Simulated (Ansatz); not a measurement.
**O on Ag(100): change of the work function**

Wanted: Δφ(θ) for O/Ag(100), starting from the hollow site.

Main program and level: Ansatz 0.2.0; plane-wave DFT, PBE, Ansatz PAW.

## Step 1: Set-up

The cell holds 4 atoms: 4 Ag. Its edges and angles: a = 2.892 Å, b = 2.892 Å, c = 24.135 Å, α = 90.0°, β = 90.0°, γ = 90.0°. Vacuum lies along c.

## Step 2: The clean slab

The bare slab comes first, as the zero from which every change is counted. The two lowest layers are held at bulk places and the upper ones relax. The dipole correction removes the false field that a one-sided slab makes across the periodic vacuum, so each face gets a flat vacuum level of its own.

input.yaml

```yaml
crystal:
  lattice:
    - [2.8920667351, 0.0, 0.0]
    - [0.0, 2.8920667351, 0.0]
    - [0.0, 0.0, 24.135]
  atoms:
    - { symbol: Ag, position: [0.5, 0.5, 0.3729024239] }
    - { symbol: Ag, position: [0.0, 0.0, 0.4576341413] }
    - { symbol: Ag, position: [0.5, 0.5, 0.5423658587] }
    - { symbol: Ag, position: [0.0, 0.0, 0.6270975761] }
kpoints:
  mp_grid: { grid: [12, 12, 1] }
hamiltonian:
  xc: pbe
scf:
  occupations: { method: fermi_dirac, width: 0.1 }
  convergence: { dr2_threshold: 1.0e-08 }
efield:
  axis: 3
  dipole_correction: true
  ramp_position: 0.97
  ramp_width: 0.06
relax:
  f_tol: 0.02
  max_steps: 60
  constraints: [{ sites: [0, 1] }]
output:
  write_potential: true
  write_density: true
  volumetric_format: npy
```

On the command line:

```
> ansatz run input.yaml --threads 4 --pin off --max-ram 6144MiB --backend cpu --events-out ev --progress --plain --runs-dir out
```

Numbers of over 12 decimals in the logs are rounded to 6 here.

The program printed:

```text
Engine: ansatz 0.2.0, aarch64-unknown-linux-gnu
Pseudopotentials: kind: paw
Pseudopotential: Ag, paw, valence charge 19, recommended cutoff 420 eV (normal), Ag.paw.azcp
Functional definition: PBE
  parameter kappa = 0.804
  parameter beta = 0.066725
  exchange = pbe_x(kappa = kappa, mu = beta*pi^2/3)
  correlation = pbe_c(beta = beta)
Crystal: 4 atoms, lattice volume = 201.866 Å³
Basis set: ecut = 420 eV, 3917 PW (Γ), exchange–correlation on 40×40×324 points (8 copies of the dense FFT grid, shifted against one another)
Bands: 46, of which v1, the nominal top of the filled ones, is band 38 counted from 1 (37 counted from 0)
Symmetry: 8 space group operations
k-points: 28 of 144
Non-local potential: Ag, projectors of the file, l = 0: 3, l = 1: 2, l = 2: 2, l = 3: 1
PAW form: soft (Blöchl's): semilocal exchange-correlation on the pseudo side does not see the compensation charge
PAW one-centre angular grid: Ag, 590 points (default); XC on 64 Gauss nodes
Initial density: superposition of atomic densities (neutral atoms: chi_scale 0, normalization atom), corrected by the library's trained network
Initial wavefunctions: pseudopotential atomic-orbital guess
Functional: x = pbe(κ = 0.804, μ = 0.219515), c = pbe(β = 0.066725)
SCF iter   1: F=—  HF=-30361.340084 eV  |F-HF|=—  |Δ(HF+E_count)|=         —  Δρ=9.03e-4  dr2=2.92e-3  ethr=1.77e-3  p=0.000 e·Å  D=3.51e-13 V/Å  ΔV_dip=-0.00 eV  dr2_dipole=4.42e-9  V_vac-E_F(+/−)=4.19/4.19 eV  ⟨swp⟩=7.9  Hψ=5507  notcnv=0  defer=6
efield: sawtooth ramp at fractional position 0.9700 (set: `efield.ramp_position`, or a place that a band, a saddle search or an elastic batch's reference lends), width 0.0600; the density the first Hamiltonian is built on has a dipole p = 0.000 e·Å; the dipole correction subtracts the counter field D = 3.51e-13 V/Å, which shifts the + side's vacuum level by -0.00 eV against the − side's; the planar-averaged density in the ramp window peaks in size at 4.8e-6 e/Å³
preconditioner: auto → LDOS  [metal: Δε(μ)=0.119 eV  Ē_g=9.007 eV  σ=0.100 eV  W_gap=0.28  n_scr=44 (ndim 8)  ℏωp=17.3 eV  f_vac=0.610  D(μ)=1.07/eV (n_scr^D=6)  β→1.0]
SCF iter   2: F=—  HF=-30361.345094 eV  |F-HF|=—  |Δ(HF+E_count)|=   5.01e-3  Δρ=8.96e-4  dr2=1.74e-3  ethr=3.84e-6  p=-0.000 e·Å  D=-7.64e-6 V/Å  ΔV_dip=0.00 eV  dr2_dipole=1.71e-9  V_vac-E_F(+/−)=4.23/4.23 eV  ⟨swp⟩=3.0  Hψ=3082  notcnv=0  defer=35
SCF iter   3: F=—  HF=-30361.344736 eV  |F-HF|=—  |Δ(HF+E_count)|=   3.58e-4  Δρ=3.66e-4  dr2=2.21e-4  ethr=2.29e-6  p=-0.000 e·Å  D=-3.20e-6 V/Å  ΔV_dip=0.00 eV  dr2_dipole=1.41e-9  V_vac-E_F(+/−)=4.23/4.23 eV  ⟨swp⟩=2.1  Hψ=2096  notcnv=0  defer=35
SCF iter   4: F=—  HF=-30361.344705 eV  |F-HF|=—  |Δ(HF+E_count)|=   3.13e-5  Δρ=5.37e-5  dr2=7.54e-6  ethr=2.91e-7  p=-0.000 e·Å  D=-1.94e-6 V/Å  ΔV_dip=0.00 eV  dr2_dipole=2.65e-10  V_vac-E_F(+/−)=4.23/4.23 eV  ⟨swp⟩=2.1  Hψ=1960  notcnv=0  defer=35
SCF iter   5: F=—  HF=-30361.344706 eV  |F-HF|=—  |Δ(HF+E_count)|=   1.32e-6  Δρ=2.23e-5  dr2=1.20e-6  ethr=9.91e-9  p=-0.000 e·Å  D=-8.42e-7 V/Å  ΔV_dip=0.00 eV  dr2_dipole=2.95e-11  V_vac-E_F(+/−)=4.23/4.23 eV  ⟨swp⟩=2.3  Hψ=2132  notcnv=0  defer=35
SCF iter   6: F=—  HF=-30361.344706 eV  |F-HF|=—  |Δ(HF+E_count)|=   1.67e-7  Δρ=7.88e-6  dr2=1.50e-7  ethr=1.58e-9  p=-0.000 e·Å  D=-3.01e-7 V/Å  ΔV_dip=0.00 eV  dr2_dipole=9.75e-13  V_vac-E_F(+/−)=4.23/4.23 eV  ⟨swp⟩=2.0  Hψ=1850  notcnv=0  defer=35
SCF iter   7: F=-30361.344706 eV  HF=-30361.344706 eV  |F-HF|=1.88e-8  |Δ(HF+E_count)|=   2.77e-8  Δρ=2.32e-6  dr2=9.52e-9  ethr=1.32e-11  p=-0.000 e·Å  D=-1.49e-7 V/Å  ΔV_dip=0.00 eV  dr2_dipole=7.94e-14  V_vac-E_F(+/−)=4.23/4.23 eV  ⟨swp⟩=7.3  Hψ=8702  notcnv=0
SCF 1 converged in 7 iterations: F = -30361.344706 eV  dr2 = 9.52e-9
  greatest PAW one-centre occupation: 1.000 electrons in one spin orbital (limit 2), on the Ag atom at site 1 (counted from 0), in its partial waves of l = 0
relax step   1: F+E_penalty+E_count = -30361.34470629 eV  Δ(F+E_penalty+E_count) = +0.000e0 eV  max|allowed force component| = 1.102e-1 eV/Å  Δτ_max = 0.0000 Å  (7 SCF iters, accepted)
Initial density: handed on by an earlier stage of this run
Initial wavefunctions: those handed on with the density
iter 1 solved again at ethr=3.44e-5 eV; its pass at ethr=3.10e-3 eV (dr2=2.61e-2 eV) is discarded
SCF iter   1: F=—  HF=-30361.358107 eV  |F-HF|=—  |Δ(HF+E_count)|=         —  Δρ=3.49e-3  dr2=2.40e-2  ethr=3.44e-5  p=0.000 e·Å  D=1.08e-7 V/Å  ΔV_dip=-0.00 eV  dr2_dipole=3.97e-5  V_vac-E_F(+/−)=4.24/4.24 eV  ⟨swp⟩=2.0  Hψ=5169  notcnv=0  defer=46
efield: sawtooth ramp at fractional position 0.9700 (set: `efield.ramp_position`, or a place that a band, a saddle search or an elastic batch's reference lends), width 0.0600; the density the first Hamiltonian is built on has a dipole p = 0.000 e·Å; the dipole correction subtracts the counter field D = 1.08e-7 V/Å, which shifts the + side's vacuum level by -0.00 eV against the − side's; the planar-averaged density in the ramp window peaks in size at 6.4e-7 e/Å³
preconditioner: auto → LDOS  [metal: Δε(μ)=0.119 eV  Ē_g=8.924 eV  σ=0.100 eV  W_gap=0.29  n_scr=44 (ndim 8)  ℏωp=17.3 eV  f_vac=0.604  D(μ)=1.17/eV (n_scr^D=6)  β→1.0]
SCF iter   2: F=—  HF=-30361.356351 eV  |F-HF|=—  |Δ(HF+E_count)|=   1.76e-3  Δρ=2.86e-3  dr2=3.09e-2  ethr=3.16e-5  p=0.002 e·Å  D=1.76e-3 V/Å  ΔV_dip=-0.04 eV  dr2_dipole=4.06e-3  V_vac-E_F(+/−)=4.19/4.23 eV  ⟨swp⟩=2.0  Hψ=2336  notcnv=0  defer=46
SCF iter   3: F=—  HF=-30361.350077 eV  |F-HF|=—  |Δ(HF+E_count)|=   6.27e-3  Δρ=5.21e-4  dr2=9.87e-4  ethr=3.16e-5  p=-0.000 e·Å  D=-2.51e-4 V/Å  ΔV_dip=0.01 eV  dr2_dipole=1.99e-4  V_vac-E_F(+/−)=4.24/4.24 eV  ⟨swp⟩=2.0  Hψ=1949  notcnv=0  defer=46
SCF iter   4: F=—  HF=-30361.350180 eV  |F-HF|=—  |Δ(HF+E_count)|=   1.03e-4  Δρ=6.32e-4  dr2=7.38e-4  ethr=1.30e-6  p=-0.000 e·Å  D=-2.97e-4 V/Å  ΔV_dip=0.01 eV  dr2_dipole=1.09e-7  V_vac-E_F(+/−)=4.24/4.24 eV  ⟨swp⟩=2.0  Hψ=2295  notcnv=0  defer=46
SCF iter   5: F=—  HF=-30361.349984 eV  |F-HF|=—  |Δ(HF+E_count)|=   1.96e-4  Δρ=3.60e-5  dr2=2.36e-6  ethr=9.71e-7  p=-0.001 e·Å  D=-5.46e-4 V/Å  ΔV_dip=0.01 eV  dr2_dipole=3.00e-7  V_vac-E_F(+/−)=4.25/4.24 eV  ⟨swp⟩=2.0  Hψ=2232  notcnv=0  defer=46
SCF iter   6: F=—  HF=-30361.350015 eV  |F-HF|=—  |Δ(HF+E_count)|=   3.12e-5  Δρ=1.31e-5  dr2=3.16e-7  ethr=3.10e-9  p=-0.001 e·Å  D=-5.70e-4 V/Å  ΔV_dip=0.01 eV  dr2_dipole=1.51e-8  V_vac-E_F(+/−)=4.25/4.24 eV  ⟨swp⟩=3.0  Hψ=2327  notcnv=0  defer=49
SCF iter   7: F=—  HF=-30361.350015 eV  |F-HF|=—  |Δ(HF+E_count)|=   3.22e-7  Δρ=3.74e-6  dr2=3.71e-8  ethr=4.16e-10  p=-0.001 e·Å  D=-5.79e-4 V/Å  ΔV_dip=0.01 eV  dr2_dipole=1.29e-9  V_vac-E_F(+/−)=4.25/4.24 eV  ⟨swp⟩=2.0  Hψ=1866  notcnv=0  defer=51
SCF iter   8: F=-30361.350015 eV  HF=-30361.350015 eV  |F-HF|=1.01e-8  |Δ(HF+E_count)|=   2.02e-8  Δρ=1.51e-6  dr2=4.03e-9  ethr=1.32e-11  p=-0.001 e·Å  D=-5.85e-4 V/Å  ΔV_dip=0.01 eV  dr2_dipole=9.85e-11  V_vac-E_F(+/−)=4.25/4.24 eV  ⟨swp⟩=8.9  Hψ=8001  notcnv=0
SCF 2 converged in 8 iterations: F = -30361.350015 eV  dr2 = 4.03e-9
relax step   2: F+E_penalty+E_count = -30361.35001537 eV  Δ(F+E_penalty+E_count) = -5.309e-3 eV  max|allowed force component| = 8.596e-2 eV/Å  Δτ_max = 0.1538 Å  (8 SCF iters, accepted)
SCF iter   1: F=—  HF=-30361.354406 eV  |F-HF|=—  |Δ(HF+E_count)|=         —  Δρ=1.45e-3  dr2=4.45e-3  ethr=5.34e-5  p=-0.001 e·Å  D=-5.85e-4 V/Å  ΔV_dip=0.01 eV  dr2_dipole=5.19e-5  V_vac-E_F(+/−)=4.25/4.23 eV  ⟨swp⟩=4.6  Hψ=3474  notcnv=0  defer=50
efield: sawtooth ramp at fractional position 0.9700 (set: `efield.ramp_position`, or a place that a band, a saddle search or an elastic batch's reference lends), width 0.0600; the density the first Hamiltonian is built on has a dipole p = -0.001 e·Å; the dipole correction subtracts the counter field D = -5.85e-4 V/Å, which shifts the + side's vacuum level by +0.01 eV against the − side's; the planar-averaged density in the ramp window peaks in size at 4.0e-7 e/Å³
preconditioner: auto → LDOS  [metal: Δε(μ)=0.130 eV  Ē_g=8.950 eV  σ=0.100 eV  W_gap=0.31  n_scr=44 (ndim 8)  ℏωp=17.3 eV  f_vac=0.606  D(μ)=1.11/eV (n_scr^D=6)  β→1.0]
SCF iter   2: F=—  HF=-30361.354271 eV  |F-HF|=—  |Δ(HF+E_count)|=   1.36e-4  Δρ=1.33e-3  dr2=5.72e-3  ethr=5.85e-6  p=-0.002 e·Å  D=-1.43e-3 V/Å  ΔV_dip=0.03 eV  dr2_dipole=3.82e-4  V_vac-E_F(+/−)=4.27/4.24 eV  ⟨swp⟩=2.3  Hψ=2617  notcnv=0  defer=50
SCF iter   3: F=—  HF=-30361.353009 eV  |F-HF|=—  |Δ(HF+E_count)|=   1.26e-3  Δρ=2.74e-4  dr2=1.68e-4  ethr=5.85e-6  p=-0.001 e·Å  D=-4.82e-4 V/Å  ΔV_dip=0.01 eV  dr2_dipole=1.17e-5  V_vac-E_F(+/−)=4.25/4.23 eV  ⟨swp⟩=2.0  Hψ=2030  notcnv=0  defer=50
SCF iter   4: F=—  HF=-30361.353011 eV  |F-HF|=—  |Δ(HF+E_count)|=   2.09e-6  Δρ=2.42e-4  dr2=1.03e-4  ethr=2.21e-7  p=-0.001 e·Å  D=-5.04e-4 V/Å  ΔV_dip=0.01 eV  dr2_dipole=3.87e-8  V_vac-E_F(+/−)=4.25/4.23 eV  ⟨swp⟩=2.6  Hψ=2285  notcnv=0  defer=50
SCF iter   5: F=—  HF=-30361.352993 eV  |F-HF|=—  |Δ(HF+E_count)|=   1.79e-5  Δρ=8.74e-5  dr2=1.41e-5  ethr=1.35e-7  p=-0.001 e·Å  D=-4.56e-4 V/Å  ΔV_dip=0.01 eV  dr2_dipole=8.83e-9  V_vac-E_F(+/−)=4.24/4.23 eV  ⟨swp⟩=2.0  Hψ=1676  notcnv=0  defer=50
SCF iter   6: F=—  HF=-30361.352988 eV  |F-HF|=—  |Δ(HF+E_count)|=   5.59e-6  Δρ=2.29e-5  dr2=1.01e-6  ethr=1.86e-8  p=-0.000 e·Å  D=-4.19e-4 V/Å  ΔV_dip=0.01 eV  dr2_dipole=2.20e-8  V_vac-E_F(+/−)=4.24/4.23 eV  ⟨swp⟩=2.0  Hψ=2122  notcnv=0  defer=50
SCF iter   7: F=—  HF=-30361.352989 eV  |F-HF|=—  |Δ(HF+E_count)|=   1.48e-6  Δρ=4.61e-6  dr2=5.42e-8  ethr=1.33e-9  p=-0.000 e·Å  D=-4.08e-4 V/Å  ΔV_dip=0.01 eV  dr2_dipole=6.93e-9  V_vac-E_F(+/−)=4.24/4.23 eV  ⟨swp⟩=2.0  Hψ=2043  notcnv=0  defer=50
SCF iter   8: F=-30361.352989 eV  HF=-30361.352989 eV  |F-HF|=2.58e-10  |Δ(HF+E_count)|=   3.67e-9  Δρ=1.27e-6  dr2=3.97e-9  ethr=1.32e-11  p=-0.000 e·Å  D=-4.02e-4 V/Å  ΔV_dip=0.01 eV  dr2_dipole=2.66e-10  V_vac-E_F(+/−)=4.24/4.23 eV  ⟨swp⟩=9.1  Hψ=8162  notcnv=0
SCF 3 converged in 8 iterations: F = -30361.352989 eV  dr2 = 3.97e-9
relax step   3: F+E_penalty+E_count = -30361.35298904 eV  Δ(F+E_penalty+E_count) = -2.974e-3 eV  max|allowed force component| = 6.064e-3 eV/Å  Δτ_max = 0.0609 Å  (8 SCF iters, accepted)
NSCF: frozen V_eff on 28 k-points
the band table was solved once a step of the walk had ended and its energy, with any forces and stress, was formed, with the checks that follow a solve (6824 applications of the Hamiltonian). They found nothing against the state; the energy, forces and stress were not computed again (output.eigenvalues in the input reference)
WARN: The output density's exchange-correlation potential varies sharply where the density is thin. Do not read a vacuum level from v_tot or v_xc, or from such a field of the output density. On a cell that repeats whose density bears no net charge and no dipole along the vacuum's axis use v_es (v_loc + v_h of the components); under efield.dipole_correction with no amplitude use v_es + v_field, which holds any externa [...]
SCF converged after 8 iterations
Free energy (F): -30361.352989 eV
Harris-Foulkes:  -30361.352989 eV  (|F-HF|=2.58e-10)
Internal energy: -30361.314367 eV  (E = F + TS)
E sigma→0 (E₀):  -30361.333678 eV
Entropy (-TS):   -0.038622 eV (-9.655 meV/atom)
Fermi energy:    3.092469 eV
Dipole field:    D = -0.000380 V/Å  (p = -0.000424 e·Å, saw-weighted, corrected)
Work function:   Φ+ = 4.2431 eV   Φ− = 4.2339 eV
Levels:          The Fermi level and band energies are counted from a zero that moves with the ramp; work functions are not
--- Per-component energies (eV) ---
  E_band       = -2008.033156
  E_kinetic    = 2108.706538
  E_local      = -119496.474516  (includes V_loc(G=0)·N_el)
  E_nonlocal   = 321.284070
  E_hartree    = 58822.081442
  E_xc         = -737.592717
  E_vxc        = -936.881143  (∫ρ·V_xc dr)
  E_paw        = -15609.609590  (= ΣΔE_a)
  E_vpaw       = -1648.829283  (= ΣTr[D̂ρ^β])
  E_aug_tail   = 0.001303  (compensation charges beyond the density's cutoff)
  E_efield     = 0.000000  (sawtooth field / dipole correction)
  E_vefield    = 0.001127  (∫n·V_field dr)
  E_ewald      = 44230.289103
  E_smearing   = -0.038622  (= −TS)
  E_closure    = -0.000000  (closes the sum)
  Σ components = -30361.352989   (vs F -30361.352989, Δ=0.00e0)
--- Forces (eV/Å), atoms counted from 1 ---
  atom   1  Ag    -0.00000000     0.00000000    -0.09067591
  atom   2  Ag     0.00000000     0.00000000     0.08068789
  atom   3  Ag     0.00000000     0.00000000     0.00606442
  atom   4  Ag    -0.00000000     0.00000000     0.00391740
  max |Σ_I F_I| component: 6.20e-6 eV/Å
--- Band table (eV; the first three rows and the last of 28) ---
  k-point 0: bands = [... 34 lower, 0.0459, 0.1262, 0.1943, 0.1943, 0.4083, 2.8425, 4.3409, 7.1872, ... 4 higher]
  k-point 1: bands = [... 34 lower, -0.0926, -0.0274, 0.0815, 0.2166, 0.7221, 3.0451, 4.6143, 7.3181, ... 4 higher]
  k-point 2: bands = [... 34 lower, -0.1400, -0.1245, 0.0515, 0.2137, 1.2303, 3.5782, 5.3249, 7.6855, ... 4 higher]
  k-point 27: bands = [... 34 lower, 0.5700, 0.5876, 5.5749, 5.5749, 7.4400, 7.4400, 9.8432, 9.8432, ... 4 higher]
--- Relaxed structure (3 steps of the walk, 3 accepted, 0 SCFs on fresh bases) ---
  F+E_penalty+E_count = -30361.35298904 eV   max|allowed force component| = 6.064e-3 eV/Å
  atoms:
    - { symbol: Ag, position: [0.5, 0.5, 0.3729024239] }
    - { symbol: Ag, position: [0.0, 0.0, 0.4576341413] }
    - { symbol: Ag, position: [0.5, 0.5, 0.544976] }
    - { symbol: Ag, position: [0, 0.0, 0.630949] }
```

It took 31 s on 4 threads of Arm Neoverse N1, shared host; peak memory 0.57 GiB; 1.9 min of CPU time.

The steps of the relaxation:

| step | energy less that of the first step (eV) | largest force component (eV/Å) |
| --- | --- | --- |
| 1 | 0.0000 | 0.1102 |
| 2 | -0.0053 | 0.0860 |
| 3 | -0.0083 | 0.0061 |

Forces are held to the 8 operations that the run works with; a distortion that breaks them can't arise in this run.

The atoms that moved most (Å):

| atom | dx | dy | dz | length |
| --- | --- | --- | --- | --- |
| Ag4 | 0.000 | 0.000 | 0.093 | 0.093 |
| Ag3 | 0.000 | 0.000 | 0.063 | 0.063 |

Final coordinates:

```xyz
4
Lattice="2.8921 0.0000 0.0000 0.0000 2.8921 0.0000 0.0000 0.0000 24.1350" Properties=species:S:1:pos:R:3
Ag    1.4460    1.4460    9.0000
Ag    0.0000    0.0000   11.0450
Ag    1.4460    1.4460   13.1530
Ag    0.0000    0.0000   15.2279
```

Numbers from this step:

```yaml
energy_at_zero_smearing: -30361.3337 eV
work_function_upper_face: 4.243 eV
dipole_along_the_normal: -4.24e-4 e·Å
```

Running mean over 2.045 Å of the planar mean; the ramp of the sawtooth is left out. The electron's electrostatic potential energy less the Fermi level by z:

| z (Å) | electron's electrostatic potential energy less the Fermi level (eV) |
| --- | --- |
| 3.0 | 4.23 |
| 3.5 | 4.23 |
| 4.0 | 4.23 |
| 4.5 | 4.23 |
| 5.0 | 4.23 |
| 5.5 | 4.22 |
| 6.0 | 4.18 |
| 6.5 | 4.06 |
| 7.0 | 3.63 |
| 7.5 | 1.94 |
| 8.0 | -1.25 |
| 8.5 | -4.31 |
| 9.0 | -5.66 |
| 9.5 | -5.92 |
| 10.0 | -5.98 |
| 10.5 | -6.01 |
| 11.0 | -5.98 |
| 11.5 | -5.77 |
| 12.0 | -5.59 |
| 12.5 | -5.67 |
| 13.0 | -5.89 |
| 13.5 | -5.90 |
| 14.0 | -5.79 |
| 14.5 | -5.77 |
| 15.0 | -5.75 |
| 15.5 | -5.14 |
| 16.0 | -2.77 |
| 16.5 | 0.614 |
| 17.0 | 3.10 |
| 17.5 | 3.94 |
| 18.0 | 4.16 |
| 18.5 | 4.22 |
| 19.0 | 4.24 |
| 19.5 | 4.24 |
| 20.0 | 4.24 |
| 20.5 | 4.24 |
| 21.0 | 4.24 |

The relaxation took 3 steps and lowered the energy by 0.0083 eV; the largest force on the free atoms ends at 0.0061 eV/Å.

The work function of the upper face is 4.24 eV.

(Part 1 of 3 ends here.)

[Logs are printed without paths, hosts, clocks, repeated set-up lines and the standing remarks that a program may print on its own settings, such as how far it seeks lower states.]

[Hosts, paths, dates, database ids (printed as entryN), source tags and the programs' standing remarks are cut or masked in the printed files.]

[Maps of the electrostatic potential energy from Ansatz leave out the sawtooth potential of an applied field or a dipole correction, so their vacuum need not be flat; planar profiles and work functions include it.]
